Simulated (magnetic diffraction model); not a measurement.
**Cr₃Cu₅Sn₂: what an assumed order does to the neutron pattern**

Space group Cmcm (no. 63), a = 4.0920 Å, b = 12.1090 Å, c = 11.4990 Å.

```csv
site,atom,x,y,z
4c,Sn,1/2,0.0351,1/4
4c,Sn,1/2,0.2917,1/4
4c,Cu,0,0.1581,1/4
8f,Cu,1/2,0.4774,0.3842
8f,Cu,0,0.3394,0.3778
4b,Cr,1/2,0,1/2
8f,Cr,0,0.1713,0.4672
```

This is a made-up structure (elements placed in a structure type, unrelaxed), so the numbers test the method and describe no known phase.

Only Cr is taken to order (form factors of Cr2+); orders and moment sizes are assumed, and not adapted to the symmetry. Radiation: neutrons of λ = 2.36 Å, 5° to 55°; isotropic B of 0.14 Å² (Sn), 0.16 Å² (Cu) and 0.16 Å² (Cr). Simulated constant-wavelength pattern: nuclear and magnetic terms add, the magnetic one as |2.695 fm × Σ f S⊥ exp(2πi Q·r) exp(−B s²)|², summed over all Q at one angle with the factor 1/(sin²θ cos θ). For collinear order S is the moment m, which repeats by lattice and centring translations R with the sign exp(−2πi k·R). Free-ion form factors, Sears's scattering lengths of 1992, no absorption; a label names one of the reflections at its angle. The strongest nuclear line in the range is 100, and lines under 0.2 are left out.

Assume the order k = (0 0 0), collinear moments along [010], 1.14 μB on Cr; signs + at (1/2, 0, 1/2), + at (1/2, 0, 0), − at (0, 0.1713, 0.4672), + at (1/2, 0.3287, 0.5328), − at (0, 0.1713, 0.0328), + at (1/2, 0.3287, 0.9672).

Q: Where does magnetic intensity appear, and how strong is it?

| 2θ (°) | index | nuclear | magnetic |
| --- | --- | --- | --- |
| 11.78 | (0 0 1) | 0.0 | 3.1 |
| 22.48 | (0 2 0) | 13.9 | 0.0 |
| 23.69 | (0 0 2) | 29.8 | 4.1 |
| 25.45 | (0 2 1) | 20.1 | 0.1 |
| 32.88 | (0 2 2) | 10.5 | 6.5 |
| 35.44 | (1 1 0) | 21.4 | 11.2 |
| 35.86 | (0 0 3) | 0.0 | 2.0 |
| 37.47 | (1 1 1) | 56.6 | 0.2 |
| 42.74 | (0 2 3) | 100.0 | 0.5 |
| 43.08 | (1 1 2) | 1.1 | 12.0 |
| 45.88 | (0 4 0) | 5.5 | 0.0 |
| 47.54 | (0 4 1) | 10.3 | 0.0 |
| 48.47 | (0 0 4) | 0.4 | 0.6 |
| 48.49 | (1 3 0) | 0.7 | 0.6 |
| 50.08 | (1 3 1) | 0.9 | 0.2 |
| 51.31 | (1 1 3) | 79.8 | 0.6 |
| 52.27 | (0 4 2) | 0.0 | 0.8 |
| 54.05 | (0 2 4) | 22.0 | 1.7 |
| 54.65 | (1 3 2) | 35.6 | 1.1 |

The strongest magnetic line in the range is (1 1 2) at 43.08° (12.0). On top of the Lorentz factor, which all lines share, magnetic lines fade with angle because f falls: for Cr2+ it is 0.88, 0.62, 0.37 and 0.09 at sin θ/λ = 0.1, 0.2, 0.3 and 0.5 Å⁻¹, while nuclear lengths stay constant. The net moment is 2.28 μB a primitive cell.

[Logs are printed without paths, hosts, clocks, repeated set-up lines and the standing remarks that a program may print on its own settings, such as how far it seeks lower states.]
